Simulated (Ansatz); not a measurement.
## BaTiO3 (P4mm): converging the G0W0 gap

Wanted: a G0W0 gap for BaTiO3 (P4mm) that is converged in bands and cutoff, or an estimate of the limit.

Calculated with Ansatz 0.2.0; G0W0 on r2SCAN, plane waves, PAW.

Most raw output is cut from this account.

The database entry behind the starting cell differs from later determinations by our own check (c/a about 0.6 % short), so it need not match the best structure at ambient conditions.

### 1. Starting point

It takes space group P4mm (No. 99, tetragonal). The conventional cell has a = 4.000 Å, b = 4.000 Å, c = 4.018 Å, α = 90.00°, β = 90.00°, γ = 90.00°. Ba has 12 O at 2.79 to 2.88 Å nearest. Nearest to Ti lie 6 O at 1.89 to 2.13 Å. Nearest to O lie 2 Ti at 1.89 to 2.13 Å and 4 Ba at 2.83 Å. Nearest to O lie 2 Ti at 2.00 Å and 4 Ba at 2.79 to 2.88 Å. Farther neighbours and most contacts between anions are not listed.

The cell and positions come from the Crystallography Open Database and are kept as given unless a step says otherwise. Spin-orbit coupling is left out unless a step names it. The default PAW set here is soft_2. Its files were made with PBE.

### 2. 83 empty bands, screening to 69 eV

G0W0 replaces the xc potential by the self-energy, built once from these orbitals. Only a window of levels is corrected, while the sums run over the empty bands that the input names.

Contents of input.yaml:

```yaml
crystal:
  lattice:
    - [3.9998, 0.0, 0.0]
    - [0.0, 3.9998, 0.0]
    - [0.0, 0.0, 4.018]
  atoms:
    - { symbol: Ba, position: [0.0, 0.0, 0.0] }
    - { symbol: Ti, position: [0.5, 0.5, 0.49] }
    - { symbol: O, position: [0.5, 0.5, 0.019] }
    - { symbol: O, position: [0.5, 0.0, 0.517] }
    - { symbol: O, position: [0.0, 0.5, 0.517] }
kpoints:
  mp_grid: { grid: [4, 4, 4] }
hamiltonian:
  xc: r2scan
scf:
  occupations: { method: fixed }
gw:
  n_empty_bands: 83
  ecut_chi: 69
  qp_bands: [v2, c2]
  qp_kpoints: band_edges
  screening: { model: contour_deformation }
```

Started as:

```console
$ ansatz run input.yaml --threads 2 --pin off --max-ram 92160MiB --backend cuda --events-out ev --progress --plain --runs-dir out --devices 1 --max-vram 13GiB  # rebuilt from the run's record
```

Elapsed: 11 s, on 1 × NVIDIA H100 80GB HBM3 (shared by 6 runs) with 2 threads of AMD EPYC 7R13 (Zen 3), shared host; peak memory 1.2 GiB.

Numbers from this step:

- bands summed: 103
- RPA ε∞ on this mesh (eigenvalues): 5.524, 5.793, 5.793
- plane waves in the screening matrix: 81
- q-points in the mesh: 64
- G0W0 gap on the mesh: 3.282 eV
- k of the valence top: -0.5, -0.5, -0.5
- k of the conduction bottom: 0, 0, 0
- starting gap on the mesh: 2.177 eV
- Z at the valence top: 0.7318
- Z at the conduction bottom: 0.7440
- least direct G0W0 gap on the computed points: 3.530 eV

The gap on the mesh goes from 2.18 eV to 3.28 eV, a correction of +1.10 eV. Between the two edge states, bare exchange in place of the xc potential would open the gap by 12.18 eV, and correlation takes back 11.08 eV.

### 3. 236 empty bands, screening to 138 eV

Bands and screening cutoff are moved together, since each hides the error of the other.

Edit input.yaml of step 2 so:

```diff
@@ -18,4 +18,4 @@
 gw:
-  n_empty_bands: 83
-  ecut_chi: 69
+  n_empty_bands: 236
+  ecut_chi: 138
   qp_bands: [v2, c2]
```

It took 15 s on 1 × NVIDIA H100 80GB HBM3 (shared by 6 runs) with 2 threads; peak memory 1.4 GiB.

Numbers from this step:

- bands summed: 256
- RPA ε∞ on this mesh (eigenvalues): 5.455, 5.724, 5.724
- plane waves in the screening matrix: 251
- q-points in the mesh: 64
- G0W0 gap on the mesh: 3.205 eV
- k of the valence top: -0.5, -0.5, -0.5
- k of the conduction bottom: 0, 0, 0
- starting gap on the mesh: 2.177 eV
- Z at the valence top: 0.7243
- Z at the conduction bottom: 0.7392
- least direct G0W0 gap on the computed points: 3.481 eV

Against the run with 4×4×4 mesh, 83 empty bands, screening to 69 eV, the gap moves by −0.08 eV.

### 4. 509 empty bands, screening to 230 eV

Edit input.yaml of step 3 so:

```diff
@@ -18,4 +18,4 @@
 gw:
-  n_empty_bands: 236
-  ecut_chi: 138
+  n_empty_bands: 509
+  ecut_chi: 230.0
   qp_bands: [v2, c2]
```

The job ended after 61 s (1 × NVIDIA H100 80GB HBM3 (shared by 6 runs) with 2 threads; peak memory 2.2 GiB).

Numbers from this step:

* bands summed: 529
* RPA ε∞ on this mesh (eigenvalues): 5.443, 5.712, 5.712
* plane waves in the screening matrix: 485
* G0W0 gap on the mesh: 3.268 eV
* k of the valence top: -0.5, -0.5, -0.5
* k of the conduction bottom: 0, 0, 0
* starting gap on the mesh: 2.177 eV
* least direct G0W0 gap on the computed points: 3.553 eV

Against the run with 4×4×4 mesh, 236 empty bands, screening to 138 eV, the gap moves by +0.06 eV.

### 5. Changing the frequency model: 4×4×4 mesh, 509 empty bands, screening to 230 eV, plasmon pole

A plasmon pole stands in for the full frequency dependence of the screening; this run shows what that costs in accuracy.

Edit input.yaml of step 4 so:

```diff
@@ -22,2 +22,2 @@
   qp_kpoints: band_edges
-  screening: { model: contour_deformation }
+  screening: { model: godby_needs }
```

Elapsed: 61 s, on 1 × NVIDIA H100 80GB HBM3 (shared by 6 runs) with 2 threads; peak memory 2.7 GiB.

Numbers from this step:

* bands summed: 529
* plasmon-pole fit frequency: 29.29 eV
* RPA ε∞ on this mesh (eigenvalues): 5.443, 5.712, 5.712
* plane waves in the screening matrix: 485
* G0W0 gap on the mesh: 3.177 eV
* k of the valence top: -0.5, -0.5, -0.5
* k of the conduction bottom: 0, 0, 0
* starting gap on the mesh: 2.177 eV
* least direct G0W0 gap on the computed points: 3.468 eV

Against the run with 4×4×4 mesh, 509 empty bands, screening to 230 eV, the gap moves by −0.09 eV.

### 6. Convergence and cost

Times are wall times on 1 × NVIDIA H100 80GB HBM3 (shared by 6 runs) with 2 threads of AMD EPYC 7R13 (Zen 3), shared host, good to a factor of about two.

| mesh | files | frequency | bands summed | cutoff (eV) | start (eV) | G0W0 (eV) | time | host memory (GiB) |
| --- | --- | --- | --- | --- | --- | --- | --- | --- |
| 4×4×4 | default PAW | contour deformation | 103 | 69 | 2.177 | 3.282 | 11 s | 1.2 |
| 4×4×4 | default PAW | contour deformation | 256 | 138 | 2.177 | 3.205 | 15 s | 1.4 |
| 4×4×4 | default PAW | contour deformation | 529 | 230 | 2.177 | 3.268 | 61 s | 2.2 |
| 4×4×4 | default PAW | plasmon pole | 529 | 230 | 2.177 | 3.177 | 61 s | 2.7 |

How the two edges are built up, in eV (the quasiparticle level is the starting level plus Σx plus Σc less Vxc):

| run | edge | start | Σx | Σc | Vxc | Z | QP |
| --- | --- | --- | --- | --- | --- | --- | --- |
| 103 bands | valence top | 9.99 | -25.93 | 4.97 | -21.24 | 0.73 | 10.27 |
| 103 bands | conduction bottom | 12.17 | -12.52 | -6.11 | -20.02 | 0.74 | 13.56 |
| 256 bands | valence top | 9.99 | -25.93 | 4.64 | -21.24 | 0.72 | 9.95 |
| 256 bands | conduction bottom | 12.17 | -12.52 | -6.51 | -20.02 | 0.74 | 13.15 |
| 529 bands | valence top | 9.99 | -25.93 | 4.42 | -21.24 | 0.72 | 9.72 |
| 529 bands | conduction bottom | 12.17 | -12.52 | -6.68 | -20.02 | 0.74 | 12.99 |

### 7. What came out

```json
{"103 bands, 69 eV": "3.282 eV", "256 bands, 138 eV": "3.205 eV", "529 bands, 230 eV": "3.268 eV", "mesh and start": "4×4×4, r2SCAN"}
```

From 103 to 529 bands the gap moves by −0.01 eV while the time grows 5.7-fold. Σc changes by −0.55 eV at the valence top and −0.57 eV at the conduction bottom, so the levels themselves move more than the gap between them. The gap turns back along the series, so no limit is drawn from it. The plasmon-pole model gives −0.09 eV against contour deformation, 8 % of the correction, and saved no time in this program. The 4×4×4 mesh is coarse for this cell (its supercell is 16 Å along the shortest edge). The RPA ε∞ on it, from the r2SCAN start, is 5.44 and 5.71; such meshes misread the long-range screening, most where the gap is narrow. The many-body steps are scalar-relativistic: spin-orbit coupling is not in them.

[Paths, hosts, dates, memory and timing lines, banners, echoed tables and standing remarks are left out of the program output.]

[Logs are printed without paths, hosts, clocks, repeated set-up lines and the standing remarks that a program may print on its own settings, such as how far it seeks lower states.]

[Runs of the session that timed out or met a known fault of the program may be left out.]

[Cells called generated may have been cut or substituted from an entry of the Crystallography Open Database or the Materials Project.]

[Hosts, paths, dates, database ids (printed as entryN), source tags and the programs' standing remarks are cut or masked in the printed files.]
